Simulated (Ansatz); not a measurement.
# H on Ti(0001), fcc start, 2x2 cell: photoemission fingerprints, part 2 of 3

Wanted: core-level shifts and unfolded surface bands for H on Ti(0001), fcc start, 2x2 cell.

Ansatz 0.2.0; DFT, PBE, plane-wave PAW, default files, scalar-relativistic.

So far, work function, upper face (eV): step 2 (the clean face) 4.41; step 3 (relaxing the atoms) 4.33.

### 4. Bands by layer (continued)

A(k,E), bottom over k along the path and E. Zero: Fermi level.

Ten even steps from '_' (0.00 eV⁻¹) to '@' (3.29 eV⁻¹), each cell a mean:
```
..::--==--::::::--==**%%@@@@##++--------==--::::::==++==::..
%%##**==--------==****++++++****++==--====----::----==##%%%%
**++++==::::--==++++==================--::..........::--++**
----==++##**++==--::..........::--==--::..............------
==========++==::..________________..::----::::::::::------==
++==--::........____________________..::::::----------==++++
..::----........__________________......::::::::----==--::..
______::::........______________........::::--====--::..____
________....____....__________......__..::::::::....________
__________....____......____......__........________________
____________....______........____......____________________
____________........____________......______________________
______________..__................__________________________
________________..____......______..________________________
__________________..__________....__________________________
____________________............____________________________
____________________________________________________________
____________________________________________________________
____________________________________________________________
____________________________________________________________
____________________________________________________________
____________________________________________________________
```
Columns: k along the path (Å⁻¹) from 0 to 3.37; rows upwards: E (eV) from -7.7 to 0.772.

Peaks of A(k,E) at the labelled points: for each region the eleven nearest the zero at most, each over 6 % of that point's highest, less those above the energy where the solved bands run out; weight and spread sum the levels within three half widths or 0.3 eV, so near peaks share levels. Peaks of the spectral function, the first 40 of 73 rows:

| point | weight on | E (eV) | A (1/eV) | weight near the peak | rms spread of levels (eV) |
| --- | --- | --- | --- | --- | --- |
| K | total | -1.24 | 8.08 | 5.806 | 0.224 |
| K | total | -0.76 | 5.287 | 3.043 | 0.198 |
| K | total | -0.02 | 8.048 | 5.661 | 0.141 |
| K | top | -5.04 | 0.312 | 0.143 | 0 |
| K | top | -1.56 | 1.233 | 1.026 | 0.164 |
| K | top | -1.28 | 1.444 | 0.992 | 0.158 |
| K | top | -0.78 | 0.955 | 0.392 | 0.142 |
| K | top | -0.02 | 2.836 | 1.997 | 0.149 |
| K | top | 0.24 | 2.367 | 2.009 | 0.151 |
| K | middle | -1.22 | 4.436 | 3.3 | 0.238 |
| K | middle | -0.78 | 2.616 | 2.344 | 0.21 |
| K | middle | -0.06 | 2.188 | 1.166 | 0.13 |
| K | bottom | -1.28 | 2.349 | 1.337 | 0.103 |
| K | bottom | -0.74 | 1.789 | 0.842 | 0.169 |
| K | bottom | 0.1 | 3.623 | 2.498 | 0.127 |
| Γ | total | -5.96 | 2.026 | 0.896 | 0 |
| Γ | total | -5.32 | 1.95 | 0.843 | 0 |
| Γ | total | -4.28 | 1.835 | 0.809 | 0 |
| Γ | total | -3.2 | 1.85 | 0.773 | 0 |
| Γ | total | -2.68 | 1.764 | 0.754 | 0.072 |
| Γ | total | 0.02 | 3.385 | 2.751 | 0.266 |
| Γ | total | 0.72 | 13.13 | 10.22 | 0.198 |
| Γ | top | -5.96 | 0.893 | 0.406 | 0 |
| Γ | top | -5.32 | 0.538 | 0.228 | 0 |
| Γ | top | -3.2 | 0.327 | 0.126 | 0 |
| Γ | top | -2.68 | 0.558 | 0.255 | 0.094 |
| Γ | top | -0.86 | 0.391 | 0.203 | 0.154 |
| Γ | top | 0.02 | 1.037 | 0.624 | 0.228 |
| Γ | top | 0.68 | 3.593 | 2.498 | 0.172 |
| Γ | middle | -5.96 | 0.879 | 0.396 | 0 |
| Γ | middle | -5.32 | 0.568 | 0.235 | 0 |
| Γ | middle | -4.28 | 0.77 | 0.342 | 0 |
| Γ | middle | -3.2 | 0.73 | 0.299 | 0 |
| Γ | middle | -2.68 | 0.877 | 0.384 | 0.061 |
| Γ | middle | -0.18 | 0.844 | 0.347 | 0.189 |
| Γ | middle | 0.7 | 5.741 | 4.595 | 0.218 |
| Γ | bottom | -5.96 | 0.254 | 0.093 | 0 |
| Γ | bottom | -5.32 | 0.843 | 0.38 | 0 |
| Γ | bottom | -4.28 | 0.861 | 0.386 | 0 |
| Γ | bottom | -3.2 | 0.792 | 0.348 | 0 |

* holds the states left over by the projection beside any projected weight of its own. DOS against E, zero at the Fermi level; read off at these points; values in states/eV/cell:

| E (eV) | total | Ti 3d | Ti 4s | Ti 4p* | H 1s |
| --- | --- | --- | --- | --- | --- |
| -7.83 | 0 | 0 | 0 | 0 | 0 |
| -7.53 | 0 | 0 | 0 | 0 | 0 |
| -7.12 | 0 | 0 | 0 | 0 | 0 |
| -6.83 | 0 | 0 | 0 | 0 | 0 |
| -6.53 | 0 | 0 | 0 | 0 | 0 |
| -6.12 | 0.0898 | 0.00328 | 0.0738 | 0.00110 | 0.0116 |
| -5.83 | 1.29 | 0.0550 | 1.02 | 0.0194 | 0.196 |
| -5.42 | 2.42 | 0.187 | 1.54 | 0.0542 | 0.633 |
| -5.12 | 4.63 | 0.521 | 2.31 | 0.119 | 1.67 |
| -4.83 | 2.12 | 0.165 | 1.55 | 0.0488 | 0.352 |
| -4.42 | 2.67 | 0.197 | 2.23 | 0.0689 | 0.170 |
| -4.12 | 2.58 | 0.303 | 1.98 | 0.0671 | 0.228 |
| -3.83 | 3.61 | 0.451 | 2.85 | 0.107 | 0.204 |
| -3.42 | 4.05 | 0.696 | 3.11 | 0.125 | 0.112 |
| -3.12 | 3.30 | 0.956 | 2.12 | 0.0957 | 0.121 |
| -2.83 | 9.94 | 3.41 | 6.14 | 0.296 | 0.102 |
| -2.42 | 13.7 | 8.25 | 5.07 | 0.338 | 0.0707 |
| -2.12 | 17.2 | 12.3 | 4.38 | 0.441 | 0.0725 |
| -1.82 | 20.1 | 16.2 | 3.14 | 0.590 | 0.0900 |
| -1.73 | 21.0 | 17.6 | 2.72 | 0.624 | 0.0915 |
| -1.43 | 15.5 | 13.7 | 1.27 | 0.521 | 0.0317 |
| -1.12 | 21.1 | 19.2 | 0.907 | 0.863 | 0.0693 |
| -0.72 | 34.8 | 30.3 | 2.49 | 1.92 | 0.123 |
| -0.42 | 17.7 | 15.2 | 1.50 | 0.944 | 0.0440 |
| -0.12 | 26.8 | 22.8 | 2.16 | 1.82 | 0.0210 |
| -0.03 | 31.4 | 26.9 | 2.28 | 2.23 | 0.0234 |
| 0.28 | 34.1 | 30.2 | 1.32 | 2.52 | 0.0305 |
| 0.38 | 35.8 | 32.0 | 1.37 | 2.46 | 0.0229 |
| 0.57 | 32.0 | 28.8 | 1.38 | 1.79 | 0.0242 |

This run's widths, added to any smearing of the DOS itself: Gaussian 0.15 eV, Lorentzian 0.2 eV. Intensity against binding energy, zero at the Fermi level; values in % of the maximum within 13 eV:

| binding energy (eV) | 21.2 eV | 60 eV | 1486.7 eV | 8047.8 eV |
| --- | --- | --- | --- | --- |
| -1.25 | 1.45 | 1.44 | 1.69 | 1.09 |
| -1.00 | 1.95 | 1.95 | 2.24 | 1.40 |
| -0.75 | 2.84 | 2.85 | 3.20 | 1.92 |
| -0.50 | 4.73 | 4.76 | 5.21 | 2.99 |
| -0.25 | 11.3 | 11.4 | 12.2 | 6.53 |
| 0.00 | 46.1 | 46.7 | 49.0 | 25.2 |
| 0.25 | 67.8 | 68.4 | 73.1 | 39.4 |
| 0.50 | 75.8 | 75.9 | 78.9 | 40.0 |
| 0.75 | 98.6 | 98.6 | 98.8 | 46.0 |
| 1.00 | 86.2 | 86.4 | 82.7 | 34.6 |
| 1.25 | 70.4 | 70.8 | 69.0 | 31.0 |
| 1.50 | 63.6 | 63.7 | 70.2 | 42.0 |
| 1.75 | 65.7 | 65.8 | 83.3 | 62.7 |
| 2.00 | 57.4 | 57.2 | 89.3 | 83.4 |
| 2.25 | 45.0 | 44.8 | 88.0 | 96.3 |
| 2.50 | 30.4 | 29.9 | 72.9 | 88.7 |
| 2.75 | 19.4 | 18.5 | 67.4 | 92.8 |
| 3.00 | 13.3 | 12.1 | 58.2 | 84.8 |
| 3.25 | 7.94 | 6.77 | 38.4 | 57.6 |
| 3.50 | 6.60 | 5.29 | 41.5 | 64.7 |
| 3.75 | 6.11 | 4.41 | 39.5 | 62.5 |
| 4.00 | 5.68 | 3.49 | 29.3 | 46.7 |
| 4.25 | 5.22 | 2.96 | 27.6 | 44.4 |
| 4.50 | 4.31 | 2.25 | 21.4 | 34.6 |
| 4.75 | 5.91 | 2.40 | 18.3 | 29.3 |
| 5.00 | 12.5 | 4.11 | 24.3 | 37.7 |
| 5.25 | 14.0 | 4.45 | 25.7 | 39.3 |
| 5.50 | 7.84 | 2.64 | 18.8 | 28.8 |
| 5.75 | 4.04 | 1.51 | 13.1 | 20.3 |
| 6.00 | 2.04 | 0.866 | 7.26 | 11.2 |
| 6.25 | 0.890 | 0.470 | 2.61 | 3.86 |
| 6.50 | 0.562 | 0.345 | 1.41 | 1.98 |
| 6.75 | 0.428 | 0.287 | 1.00 | 1.36 |
| 7.00 | 0.350 | 0.249 | 0.785 | 1.04 |
| 7.25 | 0.297 | 0.220 | 0.647 | 0.840 |
| 7.50 | 0.258 | 0.197 | 0.549 | 0.700 |
| 7.75 | - | - | - | - |

Maxima picked by a test of local sharpness, so broad peaks and shoulders can be missing; peaks within 0.45 eV of a curve's cut are left out. Valence peaks, by row:

| photon energy (eV) | binding energy (eV) | height (% of the maximum within 13 eV) | main shell | its share (%) |
| --- | --- | --- | --- | --- |
| 21.2 | 5.15 | 15.53 | H 1s | 80.63 |
| 21.2 | 1.7 | 66.38 | Ti 3d | 97.14 |
| 21.2 | 0.8 | 100 | Ti 3d | 98 |
| 21.2 | 0.2 | 68.16 | Ti 3d | 98.41 |
| 60 | 5.15 | 4.895 | Ti 3d | 60.64 |
| 60 | 1.7 | 66.45 | Ti 3d | 98.83 |
| 60 | 0.8 | 100 | Ti 3d | 99.31 |
| 60 | 0.2 | 68.93 | Ti 3d | 99.26 |
| 1487 | 5.15 | 27.02 | Ti 4s | 92.81 |
| 1487 | 3.6 | 42.32 | Ti 4s | 92.65 |
| 1487 | 2.85 | 70.06 | Ti 4s | 84.09 |
| 1487 | 2.05 | 89.8 | Ti 4s | 55.93 |
| 1487 | 0.75 | 100 | Ti 3d | 71.51 |
| 1487 | 0.2 | 73.36 | Ti 3d | 67.1 |
| 8048 | 5.15 | 41.23 | Ti 4s | 99.55 |
| 8048 | 3.6 | 66.6 | Ti 4s | 99.64 |
| 8048 | 2.85 | 100 | Ti 4s | 99.29 |
| 8048 | 2.3 | 98.03 | Ti 4s | 98.22 |
| 8048 | 0.75 | 46.59 | Ti 4s | 89.99 |
| 8048 | 0.25 | 39.59 | Ti 4s | 91.61 |

From the Fermi level. The planar mean, electrostatic potential by z:

| z (Å) | planar mean, electrostatic potential (eV) |
| --- | --- |
| 0.0 | 4.39 |
| 0.5 | 4.42 |
| 1.0 | 4.45 |
| 1.5 | 4.47 |
| 2.0 | 4.47 |
| 2.5 | 4.47 |
| 3.0 | 4.47 |
| 3.5 | 4.46 |
| 4.0 | 4.44 |
| 4.5 | 4.40 |
| 5.0 | 4.25 |
| 5.5 | 3.80 |
| 6.0 | 2.55 |
| 6.5 | -0.857 |
| 7.0 | -8.97 |
| 7.5 | -12.8 |
| 8.0 | -8.39 |
| 8.5 | -0.937 |
| 9.0 | -2.77 |
| 9.5 | -10.7 |
| 10.0 | -12.2 |
| 10.5 | -5.42 |
| 11.0 | -0.0480 |
| 11.5 | -4.25 |
| 12.0 | -11.7 |
| 12.5 | -11.4 |
| 13.0 | -4.10 |
| 13.5 | -2.19 |
| 14.0 | -9.61 |
| 14.5 | -12.6 |
| 15.0 | -7.62 |
| 15.5 | -0.755 |
| 16.0 | 2.67 |
| 16.5 | 3.81 |
| 17.0 | 4.17 |
| 17.5 | 4.28 |
| 18.0 | 4.32 |
| 18.5 | 4.33 |
| 19.0 | 4.33 |
| 19.5 | 4.33 |
| 20.0 | 4.33 |
| 20.5 | 4.33 |
| 21.0 | 4.33 |
| 21.5 | 4.33 |
| 22.0 | 4.35 |
| 22.5 | 4.38 |

Shapes are the site's partial DOS without matrix elements, which overweights lines from ligand s bands. The intensity, Ti L-alpha by emission energy less the core level's binding energy, zero at the Fermi level; read off at these points:

emission energy less the core level's binding energy (eV), intensity, Ti L-alpha (% of the unpolarised maximum) and a bar:
```
    -7.83        0.2 
    -7.53        0.2 
    -7.22        0.3 
    -6.83        0.3 
    -6.53        0.4 
    -6.22        0.5 
    -5.92        0.8 
    -5.62        1.2 
    -5.33        1.6 
    -4.92        1.9 
    -4.62        2.0 #
    -4.33        2.4 #
    -4.03        3.2 #
    -3.73        4.6 #
    -3.42        7.2 ##
    -3.02       14.9 ####
    -2.73       25.6 ########
    -2.42       40.6 ############
    -2.12       56.8 #################
    -1.82       70.0 #####################
    -1.52       79.9 ########################
    -1.12       94.1 ############################
    -0.82      100.0 ##############################
    -0.53       92.5 ############################
    -0.23       72.1 ######################
    -0.03       53.9 ################
     0.07       44.5 #############
     0.38       20.6 ######
     0.78        5.9 ##
     1.07        2.9 #
     1.38        1.9 #
```

Shapes are the site's partial DOS without matrix elements, which overweights lines from ligand s bands. Emission peaks, by row:

| line | energy (eV) | height (%) |
| --- | --- | --- |
| Ti L-alpha | -0.85 | 100 |

Recipe: projected DOS times atomic cross section and asymmetry factor (linear light, 0° from the polarisation), occupied states only, Fermi edge at 77 K, a Lorentzian width of 0.2 eV growing by 0 eV per eV of binding energy, and a resolution of 0.15 eV. Each atom is damped by exp[−depth/(λ cos θ)], θ = 0° from the normal, λ from the universal curve. Curves are cut 10 eV under the photon energy, above any shell that the free atom's threshold puts out of reach, or at the lower edge of the window: 7.8 eV at 21.2 eV, 7.8 eV at 60 eV, 7.8 eV at 1486.7 eV and 7.8 eV at 8047.8 eV. A star in tables and legends marks shells that hold the states left over by the projection (3.3 % of the filled ones), a stand-in for orbitals that the files don't project on. Matrix elements of the solid and inelastic losses aren't modelled, nor non-dipole terms, which matter above 3 keV.

Share of each shell in the spectrum's area (%), by photon energy:

| shell | 21.2 eV | 60 eV | 1486.7 eV | 8047.8 eV |
| --- | --- | --- | --- | --- |
| H 1s | 7.1 | 0.8 | 0.1 | 0.0 |
| Ti 4s | 2.3 | 1.8 | 55.6 | 97.1 |
| Ti 4p* | 0.2 | 0.1 | 1.9 | 0.6 |
| Ti 3d | 90.5 | 97.4 | 42.5 | 2.3 |

Cross sections used, in Mb an electron:

| shell | 21.2 eV | 60 eV | 1486.7 eV | 8047.8 eV |
| --- | --- | --- | --- | --- |
| H 1s | 1.9 | 0.092 | 3.0e-6 | 9.6e-9 |
| Ti 4s | 0.081 | 0.043 | 2.3e-4 | 4.7e-6 |
| Ti 4p* | 0.049 | 0.012 | 5.3e-5 | 2.8e-7 |
| Ti 3d | 2.5 | 1.2 | 9.2e-5 | 7.8e-8 |

Regions along c: top from 13.3 to 19.5 Å, middle from 9.5 to 13.3 Å, bottom from 3.5 to 9.5 Å.

States with weight above 0.08 nearest the zero at K of the zone, within the window kept, -6.0 to 0.9 eV (levels that the program groups as degenerate share a row):

| E (eV) | weight, total | weight, top | weight, middle | weight, bottom |
| --- | --- | --- | --- | --- |
| -0.80 | 0.80 | 0.20 | 0.50 | 0.10 |
| -0.77 | 0.20 | 0.05 | 0.13 | 0.02 |
| -0.72 | 0.98 | 0.05 | 0.36 | 0.56 |
| -0.06 | 1.00 | 0.02 | 0.47 | 0.50 |
| -0.04 | 0.99 | 0.48 | 0.41 | 0.10 |
| -0.03 | 0.67 | 0.63 | 0.02 | 0.02 |
| 0.09 | 0.99 | 0.01 | 0.02 | 0.97 |
| 0.25 | 0.66 | 0.56 | 0.09 | 0.02 |
| 0.27 | 0.98 | 0.00 | 0.11 | 0.86 |
| 0.28 | 0.33 | 0.28 | 0.04 | 0.01 |

States with weight above 0.08 nearest the zero at Γ of the zone, within the window kept, -6.0 to 0.9 eV (levels that the program groups as degenerate share a row):

| E (eV) | weight, total | weight, top | weight, middle | weight, bottom |
| --- | --- | --- | --- | --- |
| -0.20 | 0.90 | 0.16 | 0.26 | 0.48 |
| 0.02 | 0.72 | 0.30 | 0.01 | 0.41 |
| 0.25 | 0.19 | 0.02 | 0.08 | 0.10 |
| 0.43 | 0.93 | 0.14 | 0.32 | 0.47 |
| 0.48 | 0.85 | 0.11 | 0.42 | 0.31 |
| 0.65 | 1.95 | 1.03 | 0.63 | 0.29 |
| 0.69 | 0.23 | 0.04 | 0.15 | 0.04 |
| 0.72 | 1.79 | 0.13 | 1.39 | 0.27 |
| 0.81 | 1.99 | 0.53 | 0.17 | 1.29 |
| 0.86 | 0.43 | 0.17 | 0.21 | 0.06 |

States with weight above 0.08 nearest the zero at M of the zone, within the window kept, -6.0 to 0.9 eV (levels that the program groups as degenerate share a row):

| E (eV) | weight, total | weight, top | weight, middle | weight, bottom |
| --- | --- | --- | --- | --- |
| -0.90 | 0.29 | 0.12 | 0.14 | 0.03 |
| -0.73 | 0.67 | 0.07 | 0.47 | 0.13 |
| -0.71 | 0.31 | 0.07 | 0.19 | 0.05 |
| 0.02 | 0.09 | 0.04 | 0.02 | 0.03 |
| 0.08 | 0.67 | 0.21 | 0.17 | 0.29 |
| 0.25 | 0.27 | 0.02 | 0.06 | 0.19 |
| 0.49 | 0.66 | 0.26 | 0.15 | 0.25 |
| 0.69 | 0.59 | 0.16 | 0.33 | 0.10 |
| 0.71 | 0.33 | 0.09 | 0.19 | 0.06 |
| 0.86 | 0.19 | 0.09 | 0.07 | 0.03 |

The largest force component on a free atom is 0.013 eV/Å, so the atoms are at rest for these settings too. At the Fermi level the DOS is 31.62 states/eV a cell, and on the broadened curves Ti 3d holds 86 % of the total there.

(Part 2 of 3 ends here.)

[Logs are printed without paths, hosts, clocks, repeated set-up lines and the standing remarks that a program may print on its own settings, such as how far it seeks lower states.]

[Hosts, paths, dates, database ids (printed as entryN), source tags and the programs' standing remarks are cut or masked in the printed files.]

[Maps of the electrostatic potential energy from Ansatz leave out the sawtooth potential of an applied field or a dipole correction, so their vacuum need not be flat; work functions include it.]
